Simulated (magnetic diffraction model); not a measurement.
**Which magnetic order? Yb6ZnTe2**

Space group P-62m (no. 189), a = 8.4940 Å, c = 4.0880 Å.

```
site  atom    x       y    z
  3f    Yb    0  0.6095    0
  3g    Yb    0  0.2367  1/2
  2d    Te  2/3     1/3  1/2
  1a    Zn    0       0    0
```

This is a made-up structure (elements placed in a structure type, unrelaxed), so the numbers test the method and describe no known phase.

Only Yb is taken to order (form factors of Yb3+); orders and moment sizes are assumed, and not adapted to the symmetry. Radiation: neutrons of λ = 1.594 Å, 3° to 55°; isotropic B of 0.38 Å² (Yb), 0.38 Å² (Te) and 0.55 Å² (Zn). The intensities are simulated: I ∝ L Σ (|F_N|² + |F_M⊥|²) for unpolarised neutrons, with F_M = 2.695 fm/μB × Σ f(s) S exp(2πi Q·r) exp(−B s²) at Q = H ± k (one set where k and −k are equivalent), only the part normal to Q counting and L = 1/(sin²θ cos θ). For collinear order S is the moment m, which repeats by lattice and centring translations R with the sign exp(−2πi k·R). Form factors are spin-only for 3d ions and dipole or tabulated for f ions, scattering lengths are Sears's of 1992, and absorption is left out. A label names one of the reflections at its angle. The strongest nuclear line in the range is 100, and lines under 0.2 are left out.

Above the ordering temperature:

```csv
2θ (°),index,I
12.44,(1 0 0),6.5
21.63,(1 1 0),4.6
22.48,(0 0 1),0.4
25.03,(2 0 0),0.7
25.78,(1 0 1),5.2
31.40,(1 1 1),100.0
33.32,(2 1 0),65.2
33.89,(2 0 1),52.7
37.94,(3 0 0),29.1
40.57,(2 1 1),32.7
44.09,(2 2 0),7.6
44.55,(3 0 1),2.7
45.90,(0 0 2),25.3
45.99,(3 1 0),7.2
47.74,(1 0 2),1.0
50.04,(2 2 1),2.0
51.28,(1 1 2),1.8
51.37,(4 0 0),4.7
51.77,(3 1 1),28.1
52.99,(2 0 2),0.3
```

Below it (cell unchanged):

| 2θ (°) | I |
| --- | --- |
| 12.44 | 30.4 |
| 21.63 | 14.8 |
| 22.48 | 0.4 |
| 25.03 | 5.8 |
| 25.78 | 7.2 |
| 31.40 | 102.1 |
| 33.32 | 72.9 |
| 33.89 | 54.5 |
| 37.94 | 30.0 |
| 40.57 | 42.6 |
| 44.09 | 8.5 |
| 44.55 | 4.1 |
| 45.90 | 25.3 |
| 45.99 | 9.1 |
| 47.74 | 1.1 |
| 50.04 | 3.7 |
| 51.28 | 2.3 |
| 51.37 | 7.1 |
| 51.77 | 29.2 |
| 52.99 | 0.8 |

**Question.** Find the propagation vector, then choose among these models:
A. collinear moments along [101], 2.3 μB on Yb; signs + at (0, 0.6095, 0), − at (0.3905, 0.3905, 0), − at (0.6095, 0, 0), + at (0, 0.2367, 1/2), + at (0.7633, 0.7633, 1/2), + at (0.2367, 0, 1/2)
B. collinear moments along [101], 2.3 μB on Yb; signs + at (0, 0.6095, 0), + at (0.3905, 0.3905, 0), + at (0.6095, 0, 0), − at (0, 0.2367, 1/2), + at (0.7633, 0.7633, 1/2), − at (0.2367, 0, 1/2)
C. collinear moments along [001], 2.3 μB on Yb; signs + at (0, 0.6095, 0), + at (0.3905, 0.3905, 0), + at (0.6095, 0, 0), − at (0, 0.2367, 1/2), + at (0.7633, 0.7633, 1/2), − at (0.2367, 0, 1/2)
D. collinear moments along [001], 2.3 μB on Yb; signs + at (0, 0.6095, 0), − at (0.3905, 0.3905, 0), − at (0.6095, 0, 0), + at (0, 0.2367, 1/2), + at (0.7633, 0.7633, 1/2), + at (0.2367, 0, 1/2)

No line moves, and magnetic intensity falls on nuclear lines such as the one at 12.44°, so the magnetic cell equals the chemical primitive cell: k = 0.

Magnetic intensity, observed (below minus above) and for each model:

| 2θ (°) | index | observed | A | B | C | D |
| --- | --- | --- | --- | --- | --- | --- |
| 12.44 | (1 0 0) | 23.9 | 10.7 | 12.4 | 17.9 | 23.9 |
| 21.63 | (1 1 0) | 10.2 | 5.8 | 11.0 | 15.3 | 10.2 |
| 22.48 | (0 0 1) | <0.2 | 5.3 | 5.3 | <0.2 | <0.2 |
| 25.03 | (2 0 0) | 5.0 | 3.5 | 2.5 | 6.3 | 5.0 |
| 25.78 | (1 0 1) | 2.1 | 6.8 | 4.8 | 1.5 | 2.1 |
| 31.40 | (1 1 1) | 2.1 | 3.4 | 5.8 | 4.2 | 2.1 |
| 33.32 | (2 1 0) | 7.7 | 4.6 | 1.0 | 1.8 | 7.7 |
| 40.57 | (2 1 1) | 9.8 | 8.9 | 4.5 | 4.7 | 9.8 |

Model D matches.

The absence at (0 0 1) is telling: Q lies along the moments there, so the part normal to Q vanishes.

The structure used: k = (0 0 0), collinear moments along [001], 2.3 μB on Yb; signs + at (0, 0.6095, 0), − at (0.3905, 0.3905, 0), − at (0.6095, 0, 0), + at (0, 0.2367, 1/2), + at (0.7633, 0.7633, 1/2), + at (0.2367, 0, 1/2).

[Logs are printed without paths, hosts, clocks, repeated set-up lines and the standing remarks that a program may print on its own settings, such as how far it seeks lower states.]
